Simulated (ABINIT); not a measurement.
**CdSiS3 (Pm-3m): zone-centre phonons**

Which modes does CdSiS3 (Pm-3m) have at the zone centre?

Main program and level: ABINIT 10.8.3; DFT PBEsol, scalar-relativistic, plane waves, PseudoDojo norm-conserving pseudopotentials.

This is a report of a sequence of runs, with most program output left out.

The structure was built from a prototype and need not be the compound's stable phase.

**1. The starting structure**

It takes space group Pm-3m (No. 221, cubic). The conventional cell has a = 4.390 Å, b = 4.390 Å, c = 4.390 Å, α = 90.00°, β = 90.00°, γ = 90.00°. Nearest to Cd lie 12 S at 3.10 Å. Nearest to Si lie 6 S at 2.20 Å. Nearest to S lie 2 Si at 2.20 Å and 4 Cd at 3.10 Å. Farther neighbours and most contacts between anions are not listed.

**2. A first look**

A first run with smearing and empty bands tells whether the crystal has a gap, which decides between fixed occupations and smearing later on.

probe.abi

```
# ground state
tolvrs 1.0d-08
prtden 1
prtwf 1

# basis, mesh and filling
ecut 47.0
ngkpt 4 4 4
nshiftk 1
shiftk 0.0 0.0 0.0
istwfk *1
occopt 7
tsmear 0.005
nband 30
nstep 100
diemac 9.0
prtebands 0
prtgsr 0
useylm 1

# cell and atoms
acell 8.296653578 8.296653578 8.296653578
rprim 
    1.0 0.0 0.0
    0.0 1.0 0.0
    0.0 0.0 1.0
ntypat 3
znucl 48 14 16
natom 5
typat 1 2 3 3 3
xred 
    0.0 0.0 0.0
    0.5 0.5 0.5
    0.5 0.5 0.0
    0.5 0.0 0.5
    0.0 0.5 0.5
pp_dirpath "./pseudo"
pseudos "Cd.upf, Si.upf, S.upf"
```

The run is started by

```sh
$ OMP_NUM_THREADS=1 mpirun -n 4 abinit probe.abi > probe.log
```

Wall time 44 s (4 MPI ranks of Arm Neoverse V1, shared host); 2.9 min of CPU time.

Read from the output:

- volume per atom: 16.93 Å³
- pressure: 8.120 GPa
- gap on the k-mesh: 0 eV

No gap opens on this mesh, so smearing is kept; the printed pressure holds the stress of the finite basis too.

**3. Rough relaxation**

The typed start is rough, so a first relaxation with smearing and loose thresholds takes it towards rest cheaply.

prerelax.abi

```
# relaxation
ionmov 2
optcell 2
dilatmx 1.15
chkdilatmx 0
ntime 40
tolmxf 3.0d-04
tolvrs 1.0d-10
prtwf 0
prtden 0
chksymtnons 0

# basis, mesh and filling
ecut 46.0
ecutsm 3.0
ngkpt 4 4 4
nshiftk 1
shiftk 0.0 0.0 0.0
istwfk *1
occopt 7
tsmear 0.005
nband 30
nstep 100
diemac 1000000.0
prtebands 0
prtgsr 0
useylm 1

# cell and atoms
acell 8.296653578 8.296653578 8.296653578
rprim 
    1.0 0.0 0.0
    0.0 1.0 0.0
    0.0 0.0 1.0
ntypat 3
znucl 48 14 16
natom 5
typat 1 2 3 3 3
xred 
    0.0 0.0 0.0
    0.5 0.5 0.5
    0.5 0.5 0.0
    0.5 0.0 0.5
    0.0 0.5 0.5
pp_dirpath "./pseudo"
pseudos "Cd.upf, Si.upf, S.upf"
```

The run is started by

```sh
$ OMP_NUM_THREADS=1 mpirun -n 4 abinit prerelax.abi > prerelax.log
```

Wall time 3.5 min (4 MPI ranks).

Step by step:

```tsv
step	energy less that of the first step (eV)	largest force (eV/Å)	volume (Å³)
1	0.0000	0.0000	84.63
2	-0.0933	0.0000	86.80
3	-0.1783	0.0000	91.49
4	-0.1792	0.0000	92.04
```

```tsv
conventional cell, symmetrised	before	after	change
a (Å)	4.390	4.515	+2.8 %
b (Å)	4.390	4.515	+2.8 %
c (Å)	4.390	4.515	+2.8 %
volume (Å³/atom)	16.93	18.41	+8.8 %
```

Final coordinates:

```cif
data_structure
_symmetry_space_group_name_H-M 'P 1'
_symmetry_Int_Tables_number 1
_cell_length_a 4.5150
_cell_length_b 4.5150
_cell_length_c 4.5150
_cell_angle_alpha 90.000
_cell_angle_beta 90.000
_cell_angle_gamma 90.000
_cell_volume 92.04
loop_
_atom_site_label
_atom_site_type_symbol
_atom_site_fract_x
_atom_site_fract_y
_atom_site_fract_z
_atom_site_occupancy
Cd1 Cd 0.00000 0.00000 0.00000 1
Si2 Si 0.50000 0.50000 0.50000 1
S3 S 0.50000 0.50000 0.00000 1
S4 S 0.50000 0.00000 0.50000 1
S5 S 0.00000 0.50000 0.50000 1
```

This step gave:

| Quantity | Value |
| --- | --- |
| volume per atom | 18.41 Å³ |
| pressure | 0.04366 GPa |

The volume changes by +8.8 % in this run and stands +8.8 % from the first cell.

**4. Relaxation**

The harmonic expansion needs vanishing forces, and a free crystal bears no stress, so cell and atoms are brought to rest. Stress is more sensitive to the basis than forces are: the last 3 Ha under the cutoff are smoothed with ecutsm, and the cutoff is raised above that of the later runs.

relax.abi

```
# relaxation
ionmov 2
optcell 2
dilatmx 1.08
ntime 40
tolmxf 1.0d-05
tolvrs 1.0d-14
prtwf 0
prtden 0
chksymtnons 0

# basis, mesh and filling
ecut 57.0
ecutsm 3.0
ngkpt 6 6 6
nshiftk 1
shiftk 0.0 0.0 0.0
istwfk *1
occopt 7
tsmear 0.01
nband 30
nstep 100
diemac 1000000.0
prtebands 0
prtgsr 0
useylm 1

# cell and atoms
acell 8.532077912 8.532077912 8.532077912
rprim 
    1.0 0.0 0.0
    0.0 1.0 0.0
    0.0 0.0 1.0
ntypat 3
znucl 48 14 16
natom 5
typat 1 2 3 3 3
xred 
    0.0 0.0 0.0
    0.5 0.5 0.5
    0.5 0.5 0.0
    0.5 0.0 0.5
    0.0 0.5 0.5
pp_dirpath "./pseudo"
pseudos "Cd.upf, Si.upf, S.upf"
```

The run is started by

```sh
$ OMP_NUM_THREADS=1 mpirun -n 4 abinit relax.abi > relax.log
```

Wall time 5.1 min (4 MPI ranks); 20 min of CPU time.

Relaxation path:

```tsv
step	energy less that of the first step (eV)	largest force (eV/Å)	volume (Å³)
1	0.0000	0.0000	92.04
2	-0.0002	0.0000	91.94
3	-0.0004	0.0000	91.64
```

```tsv
conventional cell, symmetrised	before	after	change
a (Å)	4.515	4.508	-0.1 %
b (Å)	4.515	4.508	-0.1 %
c (Å)	4.515	4.508	-0.1 %
volume (Å³/atom)	18.41	18.33	-0.4 %
```

The relaxed structure:

```cif
data_structure
_symmetry_space_group_name_H-M 'P 1'
_symmetry_Int_Tables_number 1
_cell_length_a 4.5085
_cell_length_b 4.5085
_cell_length_c 4.5085
_cell_angle_alpha 90.000
_cell_angle_beta 90.000
_cell_angle_gamma 90.000
_cell_volume 91.64
loop_
_atom_site_label
_atom_site_type_symbol
_atom_site_fract_x
_atom_site_fract_y
_atom_site_fract_z
_atom_site_occupancy
Cd1 Cd 0.00000 0.00000 0.00000 1
Si2 Si 0.50000 0.50000 0.50000 1
S3 S 0.50000 0.50000 0.00000 1
S4 S 0.50000 0.00000 0.50000 1
S5 S 0.00000 0.50000 0.50000 1
```

This step gave:

| Quantity | Value |
| --- | --- |
| volume per atom | 18.33 Å³ |
| pressure | 0.001792 GPa |

The volume changes by -0.4 % in this run and stands +8.3 % from the first cell.

**5. Self-consistent run for the response**

The response is built on these wavefunctions, so the potential is converged far more tightly than an energy would need. Smearing stays on, as the first look found no gap above 0.3 eV.

gs.abi

```
# ground state
tolvrs 1.0d-16
prtden 1
prtwf 1

# basis, mesh and filling
ecut 47.0
ngkpt 6 6 6
nshiftk 1
shiftk 0.0 0.0 0.0
istwfk *1
occopt 7
tsmear 0.01
nband 30
nstep 100
diemac 1000000.0
prtebands 0
prtgsr 0
useylm 1

# cell and atoms
acell 8.519802814 8.519802814 8.519802814
rprim 
    1.0 0.0 0.0
    0.0 1.0 0.0
    0.0 0.0 1.0
ntypat 3
znucl 48 14 16
natom 5
typat 1 2 3 3 3
xred 
    0.0 0.0 0.0
    0.5 0.5 0.5
    0.5 0.5 0.0
    0.5 0.0 0.5
    0.0 0.5 0.5
pp_dirpath "./pseudo"
pseudos "Cd.upf, Si.upf, S.upf"
```

The run is started by

```sh
$ OMP_NUM_THREADS=1 mpirun -n 4 abinit gs.abi > gs.log
```

Wall time 97 s (4 MPI ranks).

This step gave:

```
pressure : -0.1882 GPa
```

The cell stands at -0.19 GPa: the relaxation ran with a smoothed and higher cutoff, and the difference is a stress of the finite basis.

**6. Zone-centre response**

At q = 0 one unit cell holds all displacements. The response is solved for single atoms along the cell's directions, and symmetry skips those that follow from others. The crystal is treated as a metal, which screens a static field, so no field response is asked.

dfpt_gamma.abi

```

# common to the responses
getwfk_filepath "gso_WFK"
kptopt 2
nqpt 1
qpt 0.0 0.0 0.0
asr 0
chneut 0

# displacements
rfphon 1
rfatpol 1 5
rfdir 1 1 1
tolvrs 1.0d-10
prtwf 0

# basis, mesh and filling
ecut 47.0
ngkpt 6 6 6
nshiftk 1
shiftk 0.0 0.0 0.0
istwfk *1
occopt 7
tsmear 0.01
nband 30
nstep 100
diemac 1000000.0
prtebands 0
prtgsr 0
useylm 1

# cell and atoms
acell 8.519802814 8.519802814 8.519802814
rprim 
    1.0 0.0 0.0
    0.0 1.0 0.0
    0.0 0.0 1.0
ntypat 3
znucl 48 14 16
natom 5
typat 1 2 3 3 3
xred 
    0.0 0.0 0.0
    0.5 0.5 0.5
    0.5 0.5 0.0
    0.5 0.0 0.5
    0.0 0.5 0.5
pp_dirpath "./pseudo"
pseudos "Cd.upf, Si.upf, S.upf"
```

The run is started by

```sh
$ OMP_NUM_THREADS=1 mpirun -n 4 abinit dfpt_gamma.abi > dfpt_gamma.log
```

Elapsed: 11 min, on 4 MPI ranks.

This step gave:

```yaml
largest_acoustic_frequency_at_the_zone_centre_before_the_sum_rule: 4.07 cm⁻¹
highest_optical_zone_centre_mode_no_lo_to_term: 386.5 cm⁻¹
lowest_optical_zone_centre_mode: -185.4 cm⁻¹
```

The acoustic modes at Γ come out as far as 4.1 cm⁻¹ from zero, where they should vanish, a small numerical error. The lowest optical mode is imaginary, 185i cm⁻¹, an instability at this level and on this k mesh.

**7. Zone-centre analysis**

anaddb reads the merged derivatives and imposes the acoustic sum rule.

anaddb.abi

```
ddb_filepath "gamma_DDB"
output_file "anaddb.abo"
outdata_prefix "anaddb"
asr 1
chneut 1
enunit 2
eivec 1
nph1l 1
qph1l 0.0 0.0 0.0 1.0
```

mrgddb.in

```
gamma_DDB
merged
2
dfpt_gammao_DDB
gso_DDB
```

The run is started by

```sh
$ mrgddb < mrgddb.in > mrgddb.log
$ OMP_NUM_THREADS=1 anaddb anaddb.abi > anaddb.log
```

It took 0.52 s on 1 thread.

Numbers from this step:

```
highest optical zone-centre mode (no LO-TO term) : 386.4 cm⁻¹
lowest optical zone-centre mode                  : -185.2 cm⁻¹
```

No LO-TO term; unit eigenvectors of the mass-weighted matrix, from anaddb's displacements. The modes at Γ (shares of kinetic energy by element, %) (negative means imaginary):

```tsv
mode	frequency (cm⁻¹)	symmetry	Cd %	Si %	S %
1	-185.2	T2u	0	0	100
2	-185.2	T2u	0	0	100
3	-185.2	T2u	0	0	100
4	-110.5	T1u	15	20	65
5	-110.5	T1u	15	20	65
6	-110.5	T1u	15	20	65
7	-16.9	T1u	38	44	19
8	-16.9	T1u	38	44	19
9	-16.9	T1u	38	44	19
10	0.0	acoustic	48	12	41
11	0.0	acoustic	48	12	41
12	0.0	acoustic	48	12	41
13	386.4	T1u	0	24	76
14	386.4	T1u	0	24	76
15	386.4	T1u	0	24	76
```

Displacements in mode 1 (-185.2 cm⁻¹), the largest set to 1:
```
Cd1  0.00  0.00  0.00
Si2  0.00  0.00  0.00
S3   0.00  0.00  0.00
S4   0.00  0.00 -1.00
S5   0.00  0.00  1.00
```

Displacements in mode 13 (386.4 cm⁻¹), the largest set to 1:
```
Cd1  0.00  0.00  0.00
Si2  0.00  0.00 -0.64
S3   0.00  0.00  1.00
S4   0.00  0.00 -0.23
S5   0.00  0.00 -0.23
```

The rule also moves an optical mode by 0.7 cm⁻¹.

**8. Sum rules set otherwise (asr 0)**

Without the rule the raw error of the acoustic modes shows.

anaddb.abi: that of step 7 with these lines changed.

```diff
@@ -3,4 +3,4 @@
 outdata_prefix "anaddb"
-asr 1
-chneut 1
+asr 0
+chneut 0
 enunit 2
```

mrgddb.in is that of step 7.

Run time: 0.51 s. Hardware: 1 thread.

Numbers from this step:

```yaml
highest_optical_zone_centre_mode_no_lo_to_term: 386.5 cm⁻¹
lowest_optical_zone_centre_mode: -185.4 cm⁻¹
```

Zone-centre frequencies as printed; negative means imaginary. Modes:

```tsv
mode	frequency (cm⁻¹)
1	-185.4
2	-185.4
3	-185.4
4	-110.6
5	-110.6
6	-110.6
7	-16.17
8	-16.17
9	-16.17
10	4.07
11	4.07
12	4.07
13	386.5
14	386.5
15	386.5
```

**9. What came out**

| Quantity | Value |
| --- | --- |
| space group after relaxation | Pm-3m |
| volume per atom | 18.3 Å³ |
| highest optical zone-centre mode (no LO-TO term) | 386.4 cm⁻¹ |
| lowest optical zone-centre mode | -185.2 cm⁻¹ |
| imaginary optical modes at the zone centre (no q mesh in this session) | yes |

In words: At the PBEsol level the optical modes of CdSiS3 (Pm-3m) at the zone centre run from 185i to 386 cm⁻¹, so the structure is a saddle point, with 9 modes beyond 10i cm⁻¹ there. These are harmonic frequencies at zero temperature: anharmonic shifts and linewidths and thermal expansion are left out. In a metal the frequencies hang on the k mesh and the smearing, most of all near Kohn anomalies. The structure is a hypothetical one, built on a prototype.

[Host names and launcher messages were left out of these logs when they were recorded.]

[Logs are printed without paths, hosts, clocks, repeated set-up lines and the standing remarks that a program may print on its own settings, such as how far it seeks lower states.]

[Hosts, paths, dates, database ids (printed as entryN), source tags and the programs' standing remarks are cut or masked in the printed files.]
